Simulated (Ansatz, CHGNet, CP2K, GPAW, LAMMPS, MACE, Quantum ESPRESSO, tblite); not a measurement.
# Liquid Na(Cl,I) at 1300 K (64 atoms): one structure in several programs

How near do other programs and methods come to a plane-wave reference for liquid Na(Cl,I) at 1300 K (64 atoms)? A plane-wave run serves as the reference.

Program: Ansatz 0.2.0. Level of theory: Kohn-Sham DFT, PBE, PAW, plane waves. Results are calculated unless marked as measured.

### 1. The structure

The cell holds 64 atoms: 32 Na, 17 Cl and 15 I. Cell: a = 13.814 Å, b = 13.814 Å, c = 13.814 Å, α = 90.0°, β = 90.0°, γ = 90.0°. 64 atoms (32 Na, 17 Cl, 15 I) placed at random at 2.04 g/cm³, melted at 1800 K for 10 ps at fixed volume with the Lennard-Jones and Coulomb ion parameters for SPC/E (Joung and Cheatham, J. Phys. Chem. B 112, 9020 (2008)), full charges. Snapshot at the end of a hold of 20 ps at 1300 K and fixed volume.

### 2. Reference: Ansatz, plane waves

The PAW files are the set soft_2.

File input.yaml:

```yaml
crystal:
  lattice:
    - [13.8144, 0.0, 0.0]
    - [0.0, 13.8144, 0.0]
    - [0.0, 0.0, 13.8144]
  atoms:
    - { symbol: Na, position: [0.29931, 0.19981, 0.65917] }
    - { symbol: Na, position: [0.51559, 0.73994, 0.52292] }
    - { symbol: Na, position: [0.2917, 0.32124, 0.37706] }
    - { symbol: Na, position: [0.93833, 0.6922, 0.99302] }
    [... 54 atom lines left out ...]
    - { symbol: I, position: [0.41546, 0.40758, 0.17839] }
    - { symbol: I, position: [0.76378, 0.09368, 0.75216] }
    - { symbol: I, position: [0.63668, 0.12338, 0.1074] }
    - { symbol: I, position: [0.06678, 0.09912, 0.66415] }
    - { symbol: I, position: [0.45479, 0.94272, 0.71168] }
    - { symbol: I, position: [0.17803, 0.28374, 0.91879] }
kpoints:
  mp_grid: { grid: [1, 1, 1] }
hamiltonian:
  xc: pbe
scf:
  occupations: { method: fermi_dirac, width: 0.05 }
output:
  forces: true
  eigenvalues: true
  populations: true
  stress: true
```

Command:

```bash
$ ansatz run input.yaml --threads 4 --pin off --max-ram 8192MiB --backend cpu --events-out ev --progress --plain --runs-dir out
```

Output:

```text
[...]
Pseudopotentials: kind: paw
Pseudopotential: Na, paw, valence charge 9, recommended cutoff 420 eV (normal), Na.paw.azcp
Pseudopotential: Cl, paw, valence charge 7, recommended cutoff 420 eV (normal), Cl.paw.azcp
Pseudopotential: I, paw, valence charge 17, recommended cutoff 420 eV (normal), I.paw.azcp
[... 5 lines on functional and potentials left out ...]
Crystal: 64 atoms, lattice volume = 2636.308 Å³
Basis set: ecut = 420 eV, 51483 PW (Γ), exchange–correlation on 192×192×192 points (8 copies of the dense FFT grid, shifted against one another)
Bands: 398, of which v1, the nominal top of the filled ones, is band 331 counted from 1 (330 counted from 0)
Symmetry: 1 space group operations
Space group: P1 (ITA 1), of the structure as read, at distance tolerance 1.4e-4 Å
k-points: 1
[... 7 lines on functional and potentials left out ...]
Initial density: superposition of atomic densities (neutral atoms: chi_scale 0, normalization atom), corrected by the library's trained network
Initial wavefunctions: pseudopotential atomic-orbital guess
[...]
SCF iter   1: F=—  HF=-178696.379869 eV  |F-HF|=—  |Δ(HF+E_count)|=         —  Δρ=8.48e-4  dr2=9.10e-2  ethr=1.77e-3  ⟨swp⟩=7.0  Hψ=1579  notcnv=0  defer=29
preconditioner: auto → Resta (q_TF=auto, 2.167 Å⁻¹)  ε∞=2.8  [insulator: Δε(μ)=2.091 eV  Ē_g=8.116 eV  σ=0.050 eV  W_gap=1.00  n_scr=460 (ndim 8)  ℏωp=10.8 eV  f_vac=0.305  D(μ)=0.00/eV (n_scr^D=0)  ε∞_Penn≈2.8]
[...]
SCF iter   7: F=—  HF=-178696.326292 eV  |F-HF|=—  |Δ(HF+E_count)|=   2.69e-6  Δρ=3.01e-6  dr2=3.62e-7  ethr=4.91e-10  ⟨swp⟩=2.0  Hψ=668  notcnv=0  defer=61
SCF iter   8: F=-178696.326292 eV  HF=-178696.326292 eV  |F-HF|=3.12e-8  |Δ(HF+E_count)|=   2.93e-7  Δρ=7.93e-7  dr2=2.70e-8  ethr=1.51e-11  ⟨swp⟩=17.0  Hψ=2614  notcnv=0
SCF 1 converged in 8 iterations: F = -178696.326292 eV  dr2 = 2.70e-8
[...]
SCF converged after 8 iterations
Free energy (F): -178696.326292 eV
Harris-Foulkes:  -178696.326292 eV  (|F-HF|=3.12e-8)
Internal energy: -178696.326292 eV  (E = F + TS)
E sigma→0 (E₀):  -178696.326292 eV
Entropy (-TS):   -0.000000 eV (-0.000 meV/atom)
Fermi energy:    1.881164 eV
--- Per-component energies (eV) ---
[...]
Σ components = -178696.326292   (vs F -178696.326292, Δ=0.00e0)
--- Forces (eV/Å), atoms counted from 1 ---
  atom   1  Na    -0.01485100     0.12131447     0.28610225
  atom   2  Na    -0.02265391    -0.19117670    -0.03667624
  atom   3  Na     0.18470755    -0.23216914    -0.29754527
  atom   4  Na     0.10720961     0.35781100    -0.52575314
[...]
atom  64  I     -0.04512717     0.28347894    -0.10677878
  max |Σ_I F_I| component: 4.71e-5 eV/Å
--- Stress (GPa, compression-positive) ---
       -0.889461       0.093076      -0.158798
        0.093076      -0.915382      -0.105414
       -0.158798      -0.105414      -0.964885
  P = ⅓ Tr σ = -0.9232 GPa (-9.232 kbar)
--- Band table (eV) ---
  k-point 0: bands = ["-52.1834", "-51.8950", "-51.4117", "-51.3869", [... 382 levels ...], "6.9526", "7.0334", "7.0538", "7.0775", "7.1180", "7.1356", "7.1806", "7.2001", "7.2584", "7.2978", "7.3466", "7.4003"]
--- Löwdin populations: 64 sites ---
  site symbol       q [e]
     0     Na      8.2962
     1     Na      8.2571
     2     Na      8.3047
[...]
63      I     17.6548
  spilling = 0.002090 (of n_electrons = 662.000000)
```

It took 39 s on 4 threads of Arm Neoverse V1, shared host; peak memory 3 GiB; 2.5 min of CPU time.

Numbers from this run:

```yaml
free_energy: -178696.3263 eV
free_energy_per_atom: -2792.1301 eV/atom
scf_cycles: 8
pressure: -0.9232 GPa
r_m_s_force_component: 0.2445 eV/Å
longest_force: 0.7452 eV/Å
fermi_energy: 1.881 eV
spacing_of_highest_filled_and_lowest_empty_level: 1.982 eV
spilling_of_the_projection: 0.00209
```

Length of the force by element:

```csv
element,coordination,atoms,mean length of the force (eV/Å),spread,least,most
Cl,all,17,0.372,0.191,0.0945,0.719
I,all,15,0.414,0.173,0.100,0.745
Na,all,32,0.385,0.151,0.0532,0.669
```

Löwdin charges by element (they lack the spilled electrons, 0.022 e an atom on average):

```
element  coordination  atoms  mean charge (e)  spread   least    most
     Cl           all     17           -0.707  0.0094  -0.726  -0.691
      I           all     15           -0.622  0.0234  -0.691  -0.591
     Na           all     32            0.710  0.0227   0.669   0.777
```

The levels nearest the highest filled one (over half full), pooled over k-points and spins:

| level less the highest filled one (eV) | occupation |
| --- | --- |
| -0.592 | 2 |
| -0.436 | 2 |
| -0.336 | 2 |
| -0.302 | 2 |
| -0.191 | 2 |
| 0 | 2 |
| 1.98 | 0 |
| 2.78 | 0 |
| 3.07 | 0 |
| 3.15 | 0 |
| 3.31 | 0 |
| 3.37 | 0 |

The run ends at a pressure of -0.92 GPa, with forces up to 0.75 eV/Å.

### 3. What was run beside it

The programs:
- CHGNet: machine-learned potential, published weights.
- GPAW 26.7.0: PAW with atomic orbitals (LCAO), plane waves or a real-space grid of spacing h.
- MACE: machine-learned potential, published weights.
- Quantum ESPRESSO 7.5: plane waves; labels (QE) give functional, pseudopotential set and cutoffs of waves/density.
- tblite 0.8.0: extended tight binding, driven from Python.

All use the same cell and atoms; the electronic-structure runs use the same k-mesh, and an electronic temperature of 580 K (0.05 eV) where levels are smeared.

Differences are against the plane-wave reference, forces as r.m.s. over components; share is that over the reference's r.m.s. force, slope the least-squares factor from reference forces to these. Total energies of different programs have different zeros and aren't compared.

```csv
run,"Δ force, r.m.s. (meV/Å)",share (%),slope,Δ pressure (GPa),Δ gap (eV),cores,CPU time,memory (GiB)
reference,-,-,-,-,-,4,2.5 min,3.0
CHGNet 0.3.0 potential,75.7,31.0,0.861,-0.169,-,1,4 s,0.48
CHGNet r2SCAN potential,90.2,36.9,0.748,-0.510,-,1,4 s,0.48
"GPAW PBE, LCAO dzp, h 0.2 Å",28.5,11.7,1.085,-,-0.101,1,4.2 min,2.2
"GPAW PBE, LCAO sz(dzp), h 0.2 Å (coarse)",67.4,27.6,1.200,-,-0.325,1,1.7 min,1.8
"GPAW PBE, grid h 0.18 Å",9.90,4.05,0.995,-,0.0036,1,24 min,5.7
"GPAW RPBE, LCAO dzp, h 0.2 Å",51.6,21.1,1.133,-,-0.0124,1,4.2 min,2.2
MACE MP-0b3 medium potential,65.2,26.7,0.927,-0.326,-,1,8.2 s,0.71
"QE PBE, gbrv-1.5, 40/200 Ry",5.25,2.15,1.008,0.0459,-0.0081,4,11 min,2.6
"QE PBE, sssp-1.3.0-efficiency, 45/360 Ry",5.58,2.28,1.006,0.0142,-0.0038,4,13 min,5.1
"QE PBE, sssp-1.3.0-efficiency, 45/360 Ry, paro",5.62,2.30,1.006,0.0122,-0.0035,4,28 min,5.1
tblite GFN1-xTB,121,49.5,0.817,-0.972,-,1,2.7 s,0.16
```

Rows marked coarse were listed beforehand as settings not expected to be converged; some can still land near the reference.

Times of the machine-learned potentials are mostly Python's start and the loading of weights.

CPU time is summed over cores on a shared host, where runs went side by side, so it is rough. Symmetry, cutoffs, thresholds, outputs and thread counts weren't matched or tuned between programs; memory under MPI is the largest rank's times the ranks.

Runs without a result: CP2K GFN1-xTB, diagonalisation (not converged, the SCF not settling).

Within one program, basis, potentials and functional, energies share a zero. Each run against its twin at the usual cutoff or grid and solver:

| run | twin | Δ energy (meV/atom) | Δ force, r.m.s. (meV/Å) | CPU time over the twin's |
| --- | --- | --- | --- | --- |
| QE PBE, sssp-1.3.0-efficiency, 45/360 Ry, paro | sssp-1.3.0-efficiency, 45/360 Ry | 0 | 0.465 | 2.1 |

### 4. What came out

- reference r.m.s. force component: 0.244 eV/Å
- nearest in forces: QE PBE, gbrv-1.5, 40/200 Ry, 2.1 %
- farthest in forces: tblite GFN1-xTB, 49 %
- cheapest electronic-structure run beside the reference: tblite GFN1-xTB, 2.7 s of CPU time

In words: PBE on plane waves or a grid with other potentials, cutoffs or grids, coarse settings apart, differs from the reference by 2.1 % (QE PBE, gbrv-1.5, 40/200 Ry) to 4.0 % (GPAW PBE, grid h 0.18 Å) of the r.m.s. force; this holds the reference's own error, so differences of a few per cent don't tell which side is nearer the exact PBE result (QE's 40 Ry are 544 eV, against the reference's 420 eV). The PBE run in local orbitals, coarse settings apart, differs by 12 % (GPAW PBE, LCAO dzp, h 0.2 Å); basis, grid and potentials can all enter. Tight binding differs by 49 % (tblite GFN1-xTB); it is another model, with fitted parameters of its own, and the xTB methods hold dispersion. Machine-learned potentials differ by 27 % (MACE MP-0b3 medium potential) to 37 % (CHGNet r2SCAN potential); they were trained on other programs' data, some at another functional. Rows with another functional or a dispersion term differ by 21 % (GPAW RPBE, LCAO dzp, h 0.2 Å), which mixes the change of model with differences of basis and potentials. Runs with settings chosen to be coarse differ by 28 % (GPAW PBE, LCAO sz(dzp), h 0.2 Å), their programs' other errors included. One electronic-structure run takes under half the reference's CPU time: tblite GFN1-xTB, at 49 % in 2.7 s against 2.5 min. GPAW PBE, LCAO sz(dzp), h 0.2 Å stiffens the forces by a factor of 1.20 while following their directions (correlation 0.988); the slopes of the 4 GPAW runs lie between 0.99 and 1.20. At the same functional, gaps differ from the reference's 1.98 eV by between -0.32 and +0.00 eV. In the reference: filled and empty levels are parted by 1.98 eV (at Γ alone); a semilocal functional tends to put such gaps too low. In a disordered cell it changes from sample to sample and from frame to frame. In the reference: mean Löwdin charges: Cl -0.71, I -0.62, Na +0.71 e. Periodic xTB results under one method name differ between programs and library versions. The potentials hold different valence shells: 662 electrons in the reference, 448 in GPAW and 512 in Quantum ESPRESSO with GBRV; this bears on time and differences. The frame stands for 1300 K, but pressures are static and levels are smeared at 580 K. Machine-learned potentials mimic data converged in k, so the reference's own k-point error enters their differences. The network of bonds at the start is that of the classical potential that made the cell, and needn't be the one that DFT or experiment would give. The ion parameters were fitted for water, not for melts, so the starting structure of this cell may lie well off the real melt's. The electronic-structure runs sample only Γ, in a cell whose shortest periodic width is 14 Å. Spin–orbit coupling is left out, which matters for the levels of the heavy elements.

[Also dropped from logs without a mark: logging warnings of Python, and SIESTA's first energy breakdown and zero terms.]

[Logs are printed without paths, hosts, clocks, repeated set-up lines and the standing remarks that a program may print on its own settings, such as how far it seeks lower states.]

[Hosts, paths, dates, database ids (printed as entryN), source tags and the programs' standing remarks are cut or masked in the printed files.]
